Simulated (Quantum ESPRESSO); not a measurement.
# NaI (Fm-3m): a volume series of phonon spectra, part 2 of 8

Which modes of NaI drive its thermal expansion?

Experimental results on record:
- volume expansion coefficient 135 1e-6/K near room temperature (given in “Descriptors for thermal expansion in solids”, 2017, arXiv:1701.03966)

Quantum ESPRESSO 7.5; DFT LDA, scalar-relativistic, plane waves, GBRV ultrasoft pseudopotentials.

So far. Step 2 (A first coarse run): The start is under -1.6 GPa at this level and looks like an insulator or semiconductor on this mesh.

## (3) Finding the static equilibrium

The vibrations must be taken about the equilibrium of this functional, not about the starting cell, so the structure is relaxed.

The input, relax.in:

```
&control
   calculation = 'vc-relax'
   prefix = 'x'
   outdir = './tmp'
   pseudo_dir = './pseudo'
   tprnfor = .true.
   tstress = .true.
   forc_conv_thr = 2.0d-05
   etot_conv_thr = 1.0d-07
   nstep = 40
/
&system
   ibrav = 0
   nat = 2
   ntyp = 2
   ecutwfc = 45.0
   ecutrho = 270.0
   occupations = 'fixed'
   nbnd = 10
/
&electrons
   conv_thr = 1.0d-11
   mixing_beta = 0.7
   electron_maxstep = 100
/
&ions
/
&cell
   press_conv_thr = 0.1
/
ATOMIC_SPECIES
 Na     22.9898  Na.upf
 I     126.9045  I.upf
CELL_PARAMETERS angstrom
     0.000000000    3.236400000    3.236400000
     3.236400000    0.000000000    3.236400000
     3.236400000    3.236400000    0.000000000
ATOMIC_POSITIONS crystal
 Na     0.000000000   0.000000000   0.000000000
 I      0.500000000   0.500000000   0.500000000
K_POINTS automatic
 6 6 6 0 0 0
```

Started as:

```console
> OMP_NUM_THREADS=1 mpirun -n 8 pw.x -nk 8 -in relax.in > relax.out
```

The program printed:

```text
[banner, memory and clock lines left out]
Program PWSCF v.7.5

     Message from routine setup:
     using ibrav=0 with symmetry is DISCOURAGED, use correct ibrav instead

     G-vector sticks info

     bravais-lattice index     =            0
     lattice parameter (alat)  =       8.6492  a.u.
     unit-cell volume          =     457.5233 (a.u.)^3
     number of atoms/cell      =            2
     number of atomic types    =            2
     number of electrons       =        16.00
     number of Kohn-Sham states=           10
     kinetic-energy cutoff     =      45.0000  Ry
     charge density cutoff     =     270.0000  Ry
     scf convergence threshold =      1.0E-11
     mixing beta               =       0.7000
     number of iterations used =            8  plain     mixing
     energy convergence thresh.=      1.0E-07
     force convergence thresh. =      2.0E-05
     press convergence thresh. =      1.0E-01
     Exchange-correlation= SLA  PZ   NOGX NOGC
                           (   1   1   0   0   0   0   0)
     nstep                     =           40

     celldm(1)=   8.649202  celldm(2)=   0.000000  celldm(3)=   0.000000
     celldm(4)=   0.000000  celldm(5)=   0.000000  celldm(6)=   0.000000

     crystal axes: (cart. coord. in units of alat)
               a(1) = (   0.000000   0.707107   0.707107 )
               a(2) = (   0.707107   0.000000   0.707107 )
               a(3) = (   0.707107   0.707107   0.000000 )

     reciprocal axes: (cart. coord. in units 2 pi/alat)
               b(1) = ( -0.707107  0.707107  0.707107 )
               b(2) = (  0.707107 -0.707107  0.707107 )
               b(3) = (  0.707107  0.707107 -0.707107 )

     PseudoPot. # 1 for Na read from file:
     ./pseudo/Na.upf
     Pseudo is Ultrasoft, Zval =  9.0
     Using radial grid of  819 points,  5 beta functions with:
                l(1) =   0
                l(2) =   0
                l(3) =   1
                l(4) =   1
                l(5) =   2
     Q(r) pseudized with  8 coefficients,  rinner =    1.250   1.250   1.250
                                                       1.250   1.250

     PseudoPot. # 2 for I  read from file:
     ./pseudo/I.upf
     Pseudo is Ultrasoft + core correction, Zval =  7.0
     Using radial grid of  893 points,  6 beta functions with:
                l(1) =   0
                l(2) =   0
                l(3) =   1
                l(4) =   1
                l(5) =   2
                l(6) =   2
     Q(r) pseudized with  8 coefficients,  rinner =    1.500   1.500   1.500
                                                       1.500   1.500

     atomic species   valence    mass     pseudopotential
     Na                9.00    22.98980     Na( 1.00)
     I                 7.00   126.90450     I ( 1.00)

     48 Sym. Ops., with inversion, found

   Cartesian axes

     site n.     atom                  positions (alat units)
         1        Na     tau(   1) = (   0.0000000   0.0000000   0.0000000  )
         2        I      tau(   2) = (   0.7071068   0.7071068   0.7071068  )

     number of k points=    16
                       cart. coord. in units 2pi/alat
        k(    1) = (   0.0000000   0.0000000   0.0000000), wk =   0.0092593
        k(    2) = (   0.1178511   0.1178511  -0.1178511), wk =   0.0740741
        k(    3) = (   0.2357023   0.2357023  -0.2357023), wk =   0.0740741
        k(    4) = (  -0.3535534  -0.3535534   0.3535534), wk =   0.0370370
        k(    5) = (   0.2357023   0.0000000  -0.0000000), wk =   0.0555556
        k(    6) = (   0.3535534   0.1178511  -0.1178511), wk =   0.2222222
        k(    7) = (  -0.2357023  -0.4714045   0.4714045), wk =   0.2222222
        k(    8) = (  -0.1178511  -0.3535534   0.3535534), wk =   0.2222222
        k(    9) = (   0.0000000  -0.2357023   0.2357023), wk =   0.1111111
        k(   10) = (   0.4714045   0.0000000  -0.0000000), wk =   0.0555556
        k(   11) = (  -0.1178511  -0.5892557   0.5892557), wk =   0.2222222
        k(   12) = (  -0.0000000  -0.4714045   0.4714045), wk =   0.1111111
        k(   13) = (  -0.7071068   0.0000000   0.0000000), wk =   0.0277778
        k(   14) = (  -0.2357023  -0.4714045   0.7071068), wk =   0.2222222
        k(   15) = (  -0.1178511  -0.3535534   0.5892557), wk =   0.2222222
        k(   16) = (  -0.7071068   0.2357023   0.0000000), wk =   0.1111111

     Dense  grid:    34327 G-vectors     FFT dimensions: (  45,  45,  45)

     Smooth grid:    18643 G-vectors     FFT dimensions: (  40,  40,  40)

     Check: negative core charge=   -0.000002

     Initial potential from superposition of free atoms

     starting charge      15.9944, renormalised to      16.0000
     Starting wfcs are    9 randomized atomic wfcs +    1 random wfcs

     per-process dynamical memory:    29.8 Mb

     Self-consistent Calculation

     iteration #  1     ecut=    45.00 Ry     beta= 0.70
     Davidson diagonalization with overlap
     ethr =  1.00E-02,  avg # of iterations =  4.9

     Threshold (ethr) on eigenvalues was too large:
     Diagonalizing with lowered threshold

     Davidson diagonalization with overlap
     ethr =  1.14E-04,  avg # of iterations =  3.6

     total energy              =    -160.00351971 Ry
     estimated scf accuracy    <       0.01688109 Ry

     iteration #  2     ecut=    45.00 Ry     beta= 0.70
     Davidson diagonalization with overlap
     ethr =  1.06E-04,  avg # of iterations =  2.4

     total energy              =    -160.00745749 Ry
     estimated scf accuracy    <       0.00217744 Ry

     iteration #  3     ecut=    45.00 Ry     beta= 0.70
     Davidson diagonalization with overlap
     ethr =  1.36E-05,  avg # of iterations =  3.9

     total energy              =    -160.00788470 Ry
     estimated scf accuracy    <       0.00006782 Ry

     iteration #  4     ecut=    45.00 Ry     beta= 0.70
     Davidson diagonalization with overlap
     ethr =  4.24E-07,  avg # of iterations =  5.3

     total energy              =    -160.00789419 Ry
     estimated scf accuracy    <       0.00000502 Ry

     iteration #  5     ecut=    45.00 Ry     beta= 0.70
     Davidson diagonalization with overlap
     ethr =  3.14E-08,  avg # of iterations =  2.4

     total energy              =    -160.00789520 Ry
     estimated scf accuracy    <       0.00000045 Ry

     iteration #  6     ecut=    45.00 Ry     beta= 0.70
     Davidson diagonalization with overlap
     ethr =  2.79E-09,  avg # of iterations =  3.8

     total energy              =    -160.00789546 Ry
     estimated scf accuracy    <       0.00000009 Ry

     iteration #  7     ecut=    45.00 Ry     beta= 0.70
[...]
a(3) = (   0.684179   0.684179   0.000000 )

     reciprocal axes: (cart. coord. in units 2 pi/alat)
               b(1) = ( -0.730803  0.730803  0.730803 )
               b(2) = (  0.730803 -0.730803  0.730803 )
               b(3) = (  0.730803  0.730803 -0.730803 )

     PseudoPot. # 1 for Na read from file:
     ./pseudo/Na.upf
     Pseudo is Ultrasoft, Zval =  9.0
     Using radial grid of  819 points,  5 beta functions with:
                l(1) =   0
                l(2) =   0
                l(3) =   1
                l(4) =   1
                l(5) =   2
     Q(r) pseudized with  8 coefficients,  rinner =    1.250   1.250   1.250
[...]
PseudoPot. # 2 for I  read from file:
     ./pseudo/I.upf
     Pseudo is Ultrasoft + core correction, Zval =  7.0
     Using radial grid of  893 points,  6 beta functions with:
                l(1) =   0
                l(2) =   0
                l(3) =   1
                l(4) =   1
                l(5) =   2
                l(6) =   2
     Q(r) pseudized with  8 coefficients,  rinner =    1.500   1.500   1.500
[...]
atomic species   valence    mass     pseudopotential
     Na                9.00    22.98980     Na( 1.00)
     I                 7.00   126.90450     I ( 1.00)

     48 Sym. Ops., with inversion, found

   Cartesian axes

     site n.     atom                  positions (alat units)
         1        Na     tau(   1) = (  -0.0000000  -0.0000000   0.0000000  )
         2        I      tau(   2) = (   0.6841789   0.6841789   0.6841789  )

     number of k points=    16
                       cart. coord. in units 2pi/alat
[...]
k(    9) = (  -0.0000000  -0.2436010   0.2436010), wk =   0.1111111
        k(   10) = (   0.4872020  -0.0000000  -0.0000000), wk =   0.0555556
        k(   11) = (  -0.1218005  -0.6090025   0.6090025), wk =   0.2222222
        k(   12) = (  -0.0000000  -0.4872020   0.4872020), wk =   0.1111111
        k(   13) = (  -0.7308031  -0.0000000   0.0000000), wk =   0.0277778
        k(   14) = (  -0.2436010  -0.4872020   0.7308031), wk =   0.2222222
        k(   15) = (  -0.1218005  -0.3654015   0.6090025), wk =   0.2222222
        k(   16) = (  -0.7308031   0.2436010   0.0000000), wk =   0.1111111

     Dense  grid:    30923 G-vectors     FFT dimensions: (  45,  45,  45)

     Smooth grid:    16865 G-vectors     FFT dimensions: (  36,  36,  36)

     Check: negative core charge=   -0.000002

     Initial potential from superposition of free atoms

     starting charge      15.9944, renormalised to      16.0000
     Starting wfcs are    9 randomized atomic wfcs +    1 random wfcs

     per-process dynamical memory:    38.6 Mb

     Self-consistent Calculation

[...]
c_bands:  1 eigenvalues not converged
[...]
total energy              =    -160.01016372 Ry
[...]
iteration #  3     ecut=    45.00 Ry     beta= 0.70
     Davidson diagonalization with overlap
     ethr =  8.83E-06,  avg # of iterations =  2.0

     total energy              =    -160.01043123 Ry
     estimated scf accuracy    <       0.00005421 Ry

     iteration #  4     ecut=    45.00 Ry     beta= 0.70
     Davidson diagonalization with overlap
     ethr =  3.39E-07,  avg # of iterations =  1.5

     total energy              =    -160.01043388 Ry
     estimated scf accuracy    <       0.00000103 Ry

     iteration #  5     ecut=    45.00 Ry     beta= 0.70
     Davidson diagonalization with overlap
     ethr =  6.45E-09,  avg # of iterations =  3.3

     total energy              =    -160.01043437 Ry
     estimated scf accuracy    <       0.00000013 Ry

     iteration #  6     ecut=    45.00 Ry     beta= 0.70
     Davidson diagonalization with overlap
     ethr =  7.82E-10,  avg # of iterations =  3.5

     total energy              =    -160.01043443 Ry
     estimated scf accuracy    <       0.00000002 Ry

     iteration #  7     ecut=    45.00 Ry     beta= 0.70
     Davidson diagonalization with overlap
     ethr =  1.13E-10,  avg # of iterations =  2.9

     total energy              =    -160.01043444 Ry
     estimated scf accuracy    <          8.6E-10 Ry

     iteration #  8     ecut=    45.00 Ry     beta= 0.70
     Davidson diagonalization with overlap
     ethr =  5.41E-12,  avg # of iterations =  4.0

     total energy              =    -160.01043444 Ry
     estimated scf accuracy    <          1.5E-11 Ry

     iteration #  9     ecut=    45.00 Ry     beta= 0.70
     Davidson diagonalization with overlap
     ethr =  1.00E-13,  avg # of iterations =  4.5

     total energy              =    -160.01043444 Ry
     estimated scf accuracy    <          2.4E-13 Ry

     iteration # 10     ecut=    45.00 Ry     beta= 0.70
     Davidson diagonalization with overlap
     ethr =  1.00E-13,  avg # of iterations =  1.0

     End of self-consistent calculation

          k = 0.0000 0.0000 0.0000 (  2085 PWs)   bands (ev):

[...]
k = 0.1218 0.1218-0.1218 (  2112 PWs)   bands (ev):

[...]
k = 0.2436 0.2436-0.2436 (  2102 PWs)   bands (ev):

[...]
k = 0.2436-0.0000-0.0000 (  2097 PWs)   bands (ev):

[...]
k = 0.3654 0.1218-0.1218 (  2106 PWs)   bands (ev):

[...]
k =-0.2436-0.4872 0.4872 (  2108 PWs)   bands (ev):

[...]
k =-0.1218-0.3654 0.3654 (  2110 PWs)   bands (ev):

[...]
k =-0.0000-0.2436 0.2436 (  2109 PWs)   bands (ev):

   -47.5160 -20.0249 -20.0219 -20.0204  -8.8778   0.7631   1.7026   2.1478
     7.7689   9.2953

          k = 0.4872-0.0000-0.0000 (  2108 PWs)   bands (ev):

   -47.5160 -20.0258 -20.0225 -20.0225  -8.7218   0.3620   1.5843   1.5843
     7.2762   7.8828

          k =-0.1218-0.6090 0.6090 (  2126 PWs)   bands (ev):

   -47.5159 -20.0268 -20.0237 -20.0226  -8.6163   0.1516   1.1085   1.5135
     7.1959   8.2570

          k =-0.0000-0.4872 0.4872 (  2121 PWs)   bands (ev):

   -47.5159 -20.0263 -20.0253 -20.0218  -8.6058   0.3915   0.5295   1.6747
     7.7027   9.5492

          k =-0.7308-0.0000 0.0000 (  2100 PWs)   bands (ev):

   -47.5159 -20.0273 -20.0232 -20.0232  -8.5904  -0.0021   1.3898   1.3898
     6.6259   7.4947

          k =-0.2436-0.4872 0.7308 (  2113 PWs)   bands (ev):

   -47.5159 -20.0266 -20.0234 -20.0217  -8.6769   0.2632   1.1676   1.6627
     8.2422   8.8780

          k =-0.1218-0.3654 0.6090 (  2122 PWs)   bands (ev):

   -47.5159 -20.0270 -20.0241 -20.0223  -8.6058   0.2126   0.8572   1.4943
     8.3021   8.8852

          k =-0.7308 0.2436 0.0000 (  2126 PWs)   bands (ev):

   -47.5159 -20.0263 -20.0243 -20.0235  -8.5805   0.2692   0.9416   1.2028
     7.6111   8.6090

     highest occupied, lowest unoccupied level (ev):     2.2977    5.9049

!    total energy              =    -160.01043444 Ry
     estimated scf accuracy    <          2.0E-14 Ry

     The total energy is the sum of the following terms:
     one-electron contribution =     -82.28482261 Ry
     hartree contribution      =      45.72213375 Ry
     xc contribution           =     -61.48527392 Ry
     ewald contribution        =     -61.96247166 Ry

     convergence has been achieved in  10 iterations

     Forces acting on atoms (cartesian axes, Ry/au):

     atom    1 type  1   force =     0.00000000    0.00000000   -0.00000000
     atom    2 type  2   force =    -0.00000000   -0.00000000    0.00000000

     Total force =     0.000000     Total SCF correction =     0.000000

     Computing stress (Cartesian axis) and pressure

          total   stress  (Ry/bohr**3)                   (kbar)     P=       -0.02
  -0.00000013  -0.00000000   0.00000000           -0.02       -0.00        0.00
  -0.00000000  -0.00000013  -0.00000000           -0.00       -0.02       -0.00
   0.00000000  -0.00000000  -0.00000013            0.00       -0.00       -0.02

     XML data file, charge density, pseudopotentials, collected wavefunctions
```

The job ended after 23 s (8 MPI ranks of Arm Neoverse N1, shared host).

Step by step:

```csv
step,energy less that of the first step (eV),largest force (eV/Å),volume (Å³)
1,0.0000,0.0000,67.80
2,-0.0056,0.0000,67.23
3,-0.0129,0.0000,66.40
4,-0.0224,0.0000,65.15
5,-0.0320,0.0000,63.31
6,-0.0354,0.0000,61.18
7,-0.0354,0.0000,61.43
8,-0.0354,0.0000,61.41
9,-0.0345,0.0000,61.41
```

```csv
"conventional cell, symmetrised",before,after,change
a (Å),6.473,6.263,-3.2 %
b (Å),6.473,6.263,-3.2 %
c (Å),6.473,6.263,-3.2 %
volume (Å³/atom),33.90,30.71,-9.4 %
```

Final coordinates:

```cif
data_structure
_symmetry_space_group_name_H-M 'P 1'
_symmetry_Int_Tables_number 1
_cell_length_a 4.4286
_cell_length_b 4.4286
_cell_length_c 4.4286
_cell_angle_alpha 60.000
_cell_angle_beta 60.000
_cell_angle_gamma 60.000
_cell_volume 61.41
loop_
_atom_site_label
_atom_site_type_symbol
_atom_site_fract_x
_atom_site_fract_y
_atom_site_fract_z
_atom_site_occupancy
Na1 Na 0.00000 0.00000 0.00000 1
I2 I 0.50000 0.50000 0.50000 1
```

This step gave:

```
volume per atom   : 30.71 Å³
pressure          : -0.002 GPa
gap on the k-mesh : 3.607 eV
```

After the last step pw.x solved the final cell once more on a basis chosen for it, which moves the energy without moving the atoms.

(Continued in part 3 of 8.)

[Logs are printed without paths, hosts, clocks, repeated set-up lines and the standing remarks that a program may print on its own settings, such as how far it seeks lower states.]

[Hosts, paths, dates, database ids (printed as entryN), source tags and the programs' standing remarks are cut or masked in the printed files.]

[A step with changed settings may run another functional than the one named; its input shows which.]

[Of the runs on displaced cells, only some may be shown.]
